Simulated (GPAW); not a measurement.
## Ti L₃ ELNES/XANES of Ti3InC (Pm-3m) from DFT

What does one-electron theory with a core hole give for the Ti L₃ edge of Ti3InC (Pm-3m)?

Program: GPAW 26.7.0. Level of theory: X-ray absorption from dipole matrix elements to empty bands, plane-wave PAW LDA. Results are calculated unless marked as measured.

**1. The starting structure**

It takes space group Pm-3m (No. 221, cubic). Conventional cell: a = 4.236 Å, b = 4.236 Å, c = 4.236 Å, α = 90.00°, β = 90.00°, γ = 90.00°. Nearest to In lie 12 Ti at 2.99 Å. Nearest to Ti lie 2 C at 2.12 Å and 4 In at 2.99 Å and 8 Ti at 2.99 Å. Nearest to C lie 6 Ti at 2.12 Å. Farther neighbours are not listed.

As a file:

```
In Ti C
1.0
     4.23556    0.00000    0.00000
     0.00000    4.23556    0.00000
     0.00000    0.00000    4.23556
In Ti C
1 3 1
Direct
  0.00000 0.00000 0.00000
  0.00000 0.50000 0.50000
  0.50000 0.00000 0.50000
  0.50000 0.50000 0.00000
  0.50000 0.50000 0.50000
```

**2. The field without a hole**

A plain self-consistent run shows whether there is a gap, which decides the set-up of the core-hole run.

The input, scf.py:

```python
import numpy as np
from ase import Atoms
from ase.parallel import parprint, paropen
from gpaw import GPAW, PW, FermiDirac, Mixer, MixerDif, setup_paths
from gpaw.test import gen
setup_paths.insert(0, '.')
gen('Ti', name='nch2p', xcname='LDA', corehole=(2, 1, 0), write_xml=True)
from gpaw.mpi import world
world.barrier()

atoms = Atoms('InTi3C',
    cell=[[4.23556108, 0, 0],
     [0, 4.23556108, 0],
     [0, 0, 4.23556108]],
    scaled_positions=[[0, 0, 0],
     [0, 0.5, 0.5],
     [0.5, 0, 0.5],
     [0.5, 0.5, 0],
     [0.5, 0.5, 0.5]],
    pbc=True)
atoms.calc = calc = GPAW(legacy_gpaw=True, mode=PW(430), xc='LDA', setups={1: 'nch2p'},
    kpts={'size': (6, 6, 6), 'gamma': True}, occupations=FermiDirac(0.05),
    charge=0, mixer=Mixer(0.1, 5, 50), maxiter=150,
    convergence={'density': 0.0001}, txt='scf.txt')
energy = atoms.get_potential_energy() + calc.get_reference_energy()
ef = calc.get_fermi_level()
out = dict(energy=energy, fermi=ef, forces=atoms.get_forces().tolist())
parprint(f'all-electron energy {energy:.4f} eV, Fermi level {ef:.4f} eV')
ev = np.array([[calc.get_eigenvalues(k, s) for k in range(len(calc.get_ibz_k_points()))] for s in range(calc.get_number_of_spins())])
out['homo'], out['lumo'], out['counts'] = ev[ev < ef].max(), ev[ev > ef].min(), sorted(set((ev < ef).sum((0, 2)).tolist()))
out['filled'] = (ev[:, 0] < ef).sum(1).tolist()
import json
with paropen('out.json', 'w') as f:
    json.dump(out, f)
```

The run is started by

```console
$ OMP_NUM_THREADS=1 mpirun -n 4 gpaw python scf.py
```

Numbers of over 12 decimals in the logs are rounded to 6 here.

Output:

```text
Input parameters:
  convergence: {density: 0.0001}
  kpts: {gamma: True,
         size: (6, 6, 6)}
  maxiter: 150
  mixer: {backend: pulay,
          beta: 0.1,
          method: separate,
          nmaxold: 5,
          weight: 50}
  mode: {ecut: 430.0,
         name: pw}
  occupations: {fixmagmom: False,
                name: fermi-dirac,
                width: 0.05}
  setups: {1: nch2p}

Initialize ...

[... PAW data sets ...]

Reference energy: -230374.940131  # eV

Spin-paired calculation

[... convergence settings ...]
Symmetries present (total): 16
  [... symmetry matrices ...]

216 k-points: 6 x 6 x 6 Monkhorst-Pack grid + [1/12,1/12,1/12]
40 k-points in the irreducible part of the Brillouin zone
       k-points in crystal coordinates                weights
   0:     0.00000000    0.00000000    0.00000000          1/216
   1:     0.00000000    0.16666667    0.00000000          4/216
   2:     0.00000000    0.16666667    0.16666667          4/216
   3:     0.00000000    0.33333333    0.00000000          4/216
   4:     0.00000000    0.33333333    0.16666667          8/216
   5:     0.00000000    0.33333333    0.33333333          4/216
   6:     0.00000000    0.50000000    0.00000000          2/216
   7:     0.00000000    0.50000000    0.16666667          4/216
   8:     0.00000000    0.50000000    0.33333333          4/216
   9:     0.00000000    0.50000000    0.50000000          1/216
          ...
  39:     0.50000000    0.50000000    0.50000000          1/216

Wave functions: Plane wave expansion
  Cutoff energy: 430.000 eV
  Number of coefficients (min, max): 1514, 1568
  Pulay-stress correction: 0.000000 eV/Ang^3 (de/decut=0.000000)
  Using FFTW library
  Wavefunction extrapolation:
    Improved wavefunction reuse through dual PAW basis

Occupation numbers: Fermi-Dirac:
  width: 0.0500  # eV

Eigensolver
   Davidson(niter=2)

Densities:
  Coarse grid: 21*21*21 grid
  Fine grid: 42*42*42 grid
  Total Charge: 0.000000

Density mixing:
  Method: separate
  Backend: pulay
  Linear mixing parameter: 0.1
  old densities: 5
  Width of damping distribution: 1.1
  Damping of long wavelength oscillations: 50

[... Hamiltonian set-up ...]
Number of atoms: 5
Number of atomic orbitals: 52
Number of bands in calculation: 36
Number of valence electrons: 53
Bands to converge: occupied

... initialized

Initializing position-dependent things.

Density initialized from atomic densities
Creating initial wave functions:
  36 bands from LCAO basis set

Positions:
   0 In     0.000000    0.000000    0.000000    ( 0.0000,  0.0000,  0.0000)
   1 Ti     0.000000    2.117781    2.117781    ( 0.0000,  0.0000,  0.0000)
   2 Ti     2.117781    0.000000    2.117781    ( 0.0000,  0.0000,  0.0000)
   3 Ti     2.117781    2.117781    0.000000    ( 0.0000,  0.0000,  0.0000)
   4 C      2.117781    2.117781    2.117781    ( 0.0000,  0.0000,  0.0000)

Unit cell:
           periodic     x           y           z      points  spacing
  1. axis:    yes    4.235561    0.000000    0.000000    21     0.2017
  2. axis:    yes    0.000000    4.235561    0.000000    21     0.2017
  3. axis:    yes    0.000000    0.000000    4.235561    21     0.2017

  Lengths:   4.235561   4.235561   4.235561
  Angles:   90.000000  90.000000  90.000000

Effective grid spacing dv^(1/3) = 0.2017

iter:   1   -43.128293
iter:   2   -40.665420   -0.77  -1.24
iter:   3   -38.896205   +0.01  -1.34
iter:   4   -38.925134   -1.32  -1.68
iter:   5   -38.974742   -2.23  -1.71
iter:   6   -38.934727   -1.30  -1.78
iter:   7   -38.899485   -2.28  -2.34
iter:   8   -38.892663   -3.32  -2.42
iter:   9   -38.892075c  -3.71  -3.17
iter:  10   -38.891938c  -4.40  -3.23
iter:  11   -38.891867c  -4.08  -3.31
iter:  12   -38.891868c  -5.17  -3.85
iter:  13   -38.891786c  -5.15  -4.01c
iter:  14   -38.891775c  -5.81  -4.16c
iter:  15   -38.891753c  -5.77  -4.26c
iter:  16   -38.891742c  -5.95  -4.31c
iter:  17   -38.891750c  -6.54  -4.25c
iter:  18   -38.891746c  -6.55  -4.45c
iter:  19   -38.891728c  -5.73  -4.43c
iter:  20   -38.891729c  -6.77  -4.66c
iter:  21   -38.891731c  -7.53c -4.70c

Converged after 21 iterations.

Dipole moment: (-0.000000, -0.000000, -0.000000) |e|*Ang

Energy contributions relative to reference atoms: (reference = -230374.940131)

Kinetic:        +32.737960
Potential:      -31.998365
External:        +0.000000
XC:             -39.864924
Entropy (-ST):   -0.028799
Local:           +0.247998
SIC:             +0.000000
--------------------------
Free energy:    -38.906131
Extrapolated:   -38.891731

Showing only first 2 kpts
 Kpt  Band  Eigenvalues  Occupancy
  0    24      7.74815    2.00000
  0    25      7.74815    2.00000
  0    26      7.74815    2.00000
  0    27     10.46051    0.00000

  1    24      7.73646    2.00000
  1    25      7.80777    2.00000
  1    26      7.86341    2.00000
  1    27      9.99763    0.00000

Fermi level: 9.07352

No gap
No difference between direct/indirect transitions

Forces in eV/Ang:
  0 In    0.00000    0.00000    0.00000
  1 Ti    0.00000    0.00000    0.00000
  2 Ti    0.00000    0.00000    0.00000
  3 Ti    0.00000    0.00000    0.00000
  4 C    -0.00000    0.00000    0.00000
Scalar-relativistic atomic LDA calculation for Ti (Titanium, Z=22)
Core hole in 2p state (2p occupation: 6.0)
600 radial gridpoints.
|------------------------------------------------|
|------------------------------------------------|
[... the atom generator's iteration count ...]

Energy contributions:
-------------------------
Kinetic:     +858.169401
XC:           -40.035523
Potential:  -1669.760805
-------------------------
Total:       -851.626927

state      eigenvalue         ekin         rmax
-----------------------------------------------
1s^2.0 :  -178.412898   235.142209        0.046
2s^2.0 :   -19.674824    40.676506        0.270
2p^6.0 :   -16.315972    39.591103        0.219
3s^2.0 :    -2.287902     8.427789        0.869
3p^6.0 :    -1.425558     7.161594        0.900
3d^2.0 :    -0.164024     3.704740        0.977
4s^2.0 :    -0.168799     0.875365        2.882
4p^0.0 :    -0.056429     0.465286        3.811
-----------------------------------------------
(units: Bohr and Hartree)

Generating PAW setup
Kinetic energy of the core from tauc = 793.509929
Cutoffs:
rc(s)=2.400
rc(p)=2.000
rc(d)=2.000
rc(vbar)=1.800
rc(comp)=2.300
rc(nct)=2.400

Kinetic energy of the core states: 789.184048
Charge: 0.0
Core electrons: 10.0
Valence electrons: 12.0
Pseudo-core charge: 0.000001
Shape function alpha=1.890
Pseudo-electron charge 6.382666
state    eigenvalue         norm
--------------------------------
3s(2) :    -2.287902     0.302066
4s(2) :    -0.168799     0.990650
3p(6) :    -1.425558     0.436626
4p(0) :    -0.056429     0.981035
3d(2) :    -0.164024     0.588737
*d    :     0.835976
--------------------------------

Diagonalizing with gridspacing h=0.050

state   all-electron     PAW
-------------------------------
3s:      -2.287902    -2.288205
3p:      -1.425558    -1.426242
3d:      -0.164024    -0.164519
*f:                    0.065395
-------------------------------
all-electron energy -230413.8319 eV, Fermi level 9.0735 eV
```

Elapsed: 18 s, on 4 MPI ranks of Arm Neoverse V2, shared host; peak memory 0.21 GiB; 71 s of CPU time.

The mesh shows no gap, so the system is treated as a metal and the core electron is put at the Fermi level (neutral cell).

**3. Spectrum without a core hole, Ti atom 2**

This cheap baseline ignores the attraction of the hole: it shows the absorber's empty states as they are in the ground state. The data set with a hole of occupation 0 only carries the core orbital.

The absorber has 2 C at 2.12 Å (linear, site symmetry 4/mmm).

The input, xas.py:

```python
import numpy as np
from ase import Atoms
from ase.parallel import parprint, paropen
from gpaw import GPAW, PW, FermiDirac, Mixer, MixerDif, setup_paths
from gpaw.test import gen
setup_paths.insert(0, '.')
gen('Ti', name='nch2p', xcname='LDA', corehole=(2, 1, 0), write_xml=True)
from gpaw.mpi import world
world.barrier()

atoms = Atoms('InTi3C',
    cell=[[4.23556108, 0, 0],
     [0, 4.23556108, 0],
     [0, 0, 4.23556108]],
    scaled_positions=[[0, 0, 0],
     [0, 0.5, 0.5],
     [0.5, 0, 0.5],
     [0.5, 0.5, 0],
     [0.5, 0.5, 0.5]],
    pbc=True)
atoms.calc = calc = GPAW(legacy_gpaw=True, mode=PW(430), xc='LDA', setups={1: 'nch2p'},
    kpts={'size': (8, 8, 8), 'gamma': True}, occupations=FermiDirac(0.1),
    charge=0, mixer=Mixer(0.1, 5, 50), maxiter=150,
    convergence={'density': 0.0001}, txt='scf.txt')
energy = atoms.get_potential_energy() + calc.get_reference_energy()
ef = calc.get_fermi_level()
out = dict(energy=energy, fermi=ef, forces=atoms.get_forces().tolist())
parprint(f'all-electron energy {energy:.4f} eV, Fermi level {ef:.4f} eV')
ev = np.array([[calc.get_eigenvalues(k, s) for k in range(len(calc.get_ibz_k_points()))] for s in range(calc.get_number_of_spins())])
out['homo'], out['lumo'], out['counts'] = ev[ev < ef].max(), ev[ev > ef].min(), sorted(set((ev < ef).sum((0, 2)).tolist()))
out['filled'] = (ev[:, 0] < ef).sum(1).tolist()

from ase.units import Ha
from gpaw.xas import dipole_matrix_elements
nb = int(calc.get_number_of_electrons() / 2) + 63
top, nb = nb, nb + 8 + nb // 12
nscf = calc.fixed_density(kpts={'size': (7, 7, 7), 'gamma': True}, nbands=nb,
    convergence={'bands': top, 'eigenstates': 1e-5}, maxiter=60, txt='nscf.txt')
cell = atoms.cell.array
ops = [cell.T @ U.T @ np.linalg.inv(cell.T) for U in nscf.wfs.kd.symmetry.op_scc]
E = np.arange(-25, 34, 0.1)
fwhm = np.interp(E, [4, 25], [0.9, 3.5])
Y, X, zero, highest = 0, 0, 1e9, 1e9
for spin in range(nscf.get_number_of_spins()):
    wfs = nscf.wfs
    A = dipole_matrix_elements(wfs.setups[1])
    eps = np.zeros((wfs.kd.nibzkpts, nb))
    d = np.zeros((3, A.shape[1], wfs.kd.nibzkpts, nb), complex)
    for kpt in wfs.kpt_u:
        if kpt.s == spin and 1 in kpt.P_ani:
            eps[kpt.k] = kpt.eps_n * Ha
            d[:, :, kpt.k] = (kpt.weight * wfs.nspins / 2) ** 0.5 * np.inner(A, kpt.P_ani[1])
    world.sum(eps)
    world.sum(d)
    T = np.einsum('amkn,bmkn->abkn', d, d.conj()).real
    T = sum(np.einsum('ai,ijkn,bj->abkn', R, T, R) for R in ops) / len(ops)
    empty = eps > ef
    zero, highest = min(zero, eps[empty].min()), min(highest, eps[:, top - 1].min())
    lines = [(eps, T, empty)] if spin == 0 else lines + [(eps, T, empty)]
for eps, T, empty in lines:
    f = np.einsum('aakn->akn', T).reshape(3, -1)
    x = eps.ravel() - zero
    w = np.interp(x, E, fwhm) / 2.35482
    g = np.exp(-0.5 * ((E[:, None] - x) / w) ** 2) / (w * (2 * np.pi) ** 0.5)
    Y = Y + (f * empty.ravel()) @ g.T
    X = X + (f * ~empty.ravel()) @ g.T
out.update(E=E.round(2).tolist(), xas=Y.tolist(), xes=X.tolist(), zero=zero, valid=highest - zero, nk=len(eps), nb=nb)
for i in range(0, len(E), 10):
    parprint(f'{E[i]:7.2f}', *(f'{v:10.3e}' for v in Y[:, i]))
import json
with paropen('out.json', 'w') as f:
    json.dump(out, f)
```

The run is started by

```console
$ OMP_NUM_THREADS=1 mpirun -n 4 gpaw python xas.py
```

Output:

```text
Input parameters:
  convergence: {density: 0.0001}
  kpts: {gamma: True,
         size: (8, 8, 8)}
  maxiter: 150
  mixer: {backend: pulay,
          beta: 0.1,
          method: separate,
          nmaxold: 5,
          weight: 50}
  mode: {ecut: 430.0,
         name: pw}
  occupations: {fixmagmom: False,
                name: fermi-dirac,
                width: 0.1}
  setups: {1: nch2p}

Initialize ...

[...]
*d    :     0.835976
--------------------------------

Diagonalizing with gridspacing h=0.050

state   all-electron     PAW
-------------------------------
3s:      -2.287902    -2.288205
3p:      -1.425558    -1.426242
3d:      -0.164024    -0.164519
*f:                    0.065395
-------------------------------
all-electron energy -230413.8303 eV, Fermi level 9.0752 eV
[...]
32.00  2.508e-04  2.295e-04  2.295e-04
  33.00  2.253e-04  2.139e-04  2.139e-04
[key lines of the parts left out:]
Converged after 24 iterations.
Dipole moment: (-0.000000, -0.000000, -0.000000) |e|*Ang
Free energy:    -38.950255
Fermi level: 9.07518
```

Wall time 57 s (4 MPI ranks); peak memory 0.31 GiB.

The Ti L₃ spectrum, Ti atom 2, no core hole (energy from the lowest empty level; intensity scaled to a mean of 1 over the first 20 eV):

```csv
E (eV),intensity
-2.0,0.00
-1.5,0.00
-1.0,0.01
-0.5,0.20
0.0,1.22
0.5,2.62
1.0,3.07
1.5,3.73
2.0,2.94
2.5,2.36
3.0,3.44
3.5,2.93
4.0,1.58
4.5,1.04
5.0,0.97
5.5,1.08
6.0,1.03
6.5,0.81
7.0,0.62
7.5,0.59
8.0,0.67
8.5,0.71
9.0,0.65
9.5,0.56
10.0,0.47
10.5,0.40
11.0,0.37
11.5,0.38
12.0,0.39
12.5,0.40
13.0,0.43
13.5,0.45
14.0,0.48
14.5,0.49
15.0,0.48
15.5,0.45
16.0,0.39
16.5,0.33
17.0,0.28
17.5,0.26
18.0,0.26
18.5,0.28
19.0,0.31
19.5,0.36
20.0,0.39
20.5,0.42
21.0,0.43
21.5,0.42
22.0,0.40
22.5,0.38
23.0,0.36
23.5,0.35
24.0,0.35
24.5,0.35
25.0,0.34
25.5,0.34
26.0,0.34
26.5,0.34
27.0,0.33
27.5,0.33
28.0,0.34
28.5,0.34
29.0,0.35
29.5,0.35
30.0,0.35
30.5,0.35
31.0,0.34
31.5,0.33
32.0,0.31
```

Main maxima below 30 eV (height): 1.6 eV (3.75), 3.1 eV (3.53), 5.7 eV (1.09), 8.4 eV (0.71), 14.6 eV (0.49) and 21.0 eV (0.43). At an L edge the dipole rule selects empty d (and weakly s) states on the absorber, and the strong line at the onset measures the empty part of its d band. 2p–3d multiplets, which reshape such L edges, aren't in a one-electron spectrum.

The same matrix elements for filled bands give the Ti L₃ emission of Ti atom 2 (ground-state approximation; energy from the lowest empty level, largest value 1):

```csv
E (eV),emission
-24.00,0.00
-23.25,0.00
-22.50,0.00
-21.75,0.00
-21.00,0.00
-20.25,0.00
-19.50,0.00
-18.75,0.00
-18.00,0.00
-17.25,0.00
-16.50,0.00
-15.75,0.00
-15.00,0.00
-14.25,0.00
-13.50,0.00
-12.75,0.00
-12.00,0.00
-11.25,0.02
-10.50,0.04
-9.75,0.02
-9.00,0.00
-8.25,0.00
-7.50,0.01
-6.75,0.03
-6.00,0.03
-5.25,0.08
-4.50,0.23
-3.75,0.27
-3.00,0.37
-2.25,0.70
-1.50,0.97
-0.75,0.90
0.00,0.65
0.75,0.04
1.50,0.00
2.25,0.00
3.00,0.00
```

Emission maxima: -1.6 eV (1.00) and -0.4 eV (0.97).

**4. Reference energy of the supercell**

The photon energy needs a difference of total energies, so the cell and mesh of the coming hole run are first run without a hole.

Changes to scf.py since step 2:

```diff
@@ -10,14 +10,29 @@
 
-atoms = Atoms('InTi3C',
-    cell=[[4.23556108, 0, 0],
-     [0, 4.23556108, 0],
-     [0, 0, 4.23556108]],
+atoms = Atoms('In4Ti12C4',
+    cell=[[4.23556108, 4.23556108, 4.23556108],
+     [-4.23556108, 4.23556108, -4.23556108],
+     [-4.23556108, 4.23556108, 4.23556108]],
     scaled_positions=[[0, 0, 0],
+     [0.5, 0.5, 0],
      [0, 0.5, 0.5],
      [0.5, 0, 0.5],
-     [0.5, 0.5, 0],
-     [0.5, 0.5, 0.5]],
+     [0.25, 0, 0.25],
+     [0.75, 0.5, 0.25],
+     [0.25, 0.5, 0.75],
+     [0.75, 0, 0.75],
+     [0.25, 0.75, 0],
+     [0.75, 0.25, 0],
+     [0.25, 0.25, 0.5],
+     [0.75, 0.75, 0.5],
+     [0.5, 0.25, 0.75],
+     [0, 0.75, 0.75],
+     [0.5, 0.75, 0.25],
+     [0, 0.25, 0.25],
+     [0.5, 0, 0],
+     [0, 0.5, 0],
+     [0.5, 0.5, 0.5],
+     [0, 0, 0.5]],
     pbc=True)
-atoms.calc = calc = GPAW(legacy_gpaw=True, mode=PW(430), xc='LDA', setups={1: 'nch2p'},
-    kpts={'size': (6, 6, 6), 'gamma': True}, occupations=FermiDirac(0.05),
+atoms.calc = calc = GPAW(legacy_gpaw=True, mode=PW(430), xc='LDA', setups={4: 'nch2p'},
+    kpts={'size': (4, 4, 4), 'gamma': True}, occupations=FermiDirac(0.1),
     charge=0, mixer=Mixer(0.1, 5, 50), maxiter=150,
```

The run is started by

```console
$ OMP_NUM_THREADS=1 mpirun -n 4 gpaw python scf.py
```

Output:

```text
Input parameters:
  convergence: {density: 0.0001}
  kpts: {gamma: True,
         size: (4, 4, 4)}
  maxiter: 150
  mixer: {backend: pulay,
          beta: 0.1,
          method: separate,
          nmaxold: 5,
          weight: 50}
  mode: {ecut: 430.0,
         name: pw}
  occupations: {fixmagmom: False,
                name: fermi-dirac,
                width: 0.1}
  setups: {4: nch2p}

Initialize ...

[...]
4s(2) :    -0.168799     0.990650
3p(6) :    -1.425558     0.436626
4p(0) :    -0.056429     0.981035
3d(2) :    -0.164024     0.588737
*d    :     0.835976
--------------------------------

Diagonalizing with gridspacing h=0.050

state   all-electron     PAW
-------------------------------
3s:      -2.287902    -2.288205
3p:      -1.425558    -1.426242
3d:      -0.164024    -0.164519
*f:                    0.065395
-------------------------------
all-electron energy -921655.3180 eV, Fermi level 9.0783 eV
[key lines of the parts left out:]
Converged after 30 iterations.
Dipole moment: (-0.000000, -0.000000, -0.000000) |e|*Ang
Free energy:   -155.799977
Fermi level: 9.07827
```

Run time: 4.7 min. Hardware: 4 MPI ranks; peak memory 0.47 GiB; 19 min of CPU time.

Reference energy: -921655.318 eV with the cores included.

(Continued in part 2 of 2.)

[Banner, clock and machine lines of the logs are left out without a mark of their own.]

[Logs are printed without paths, hosts, clocks, repeated set-up lines and the standing remarks that a program may print on its own settings, such as how far it seeks lower states.]

[Hosts, paths, dates, database ids (printed as entryN), source tags and the programs' standing remarks are cut or masked in the printed files.]

[Lists of maxima count a maximum above −3 eV only where it reaches 4 % of the highest in the window and stands out from its surroundings by 2 % of it (1.5 % where it reaches 55 %); shoulders and weaker maxima are passed over, and of the rest the first, up to two pre-edge ones and the few strongest are named.]
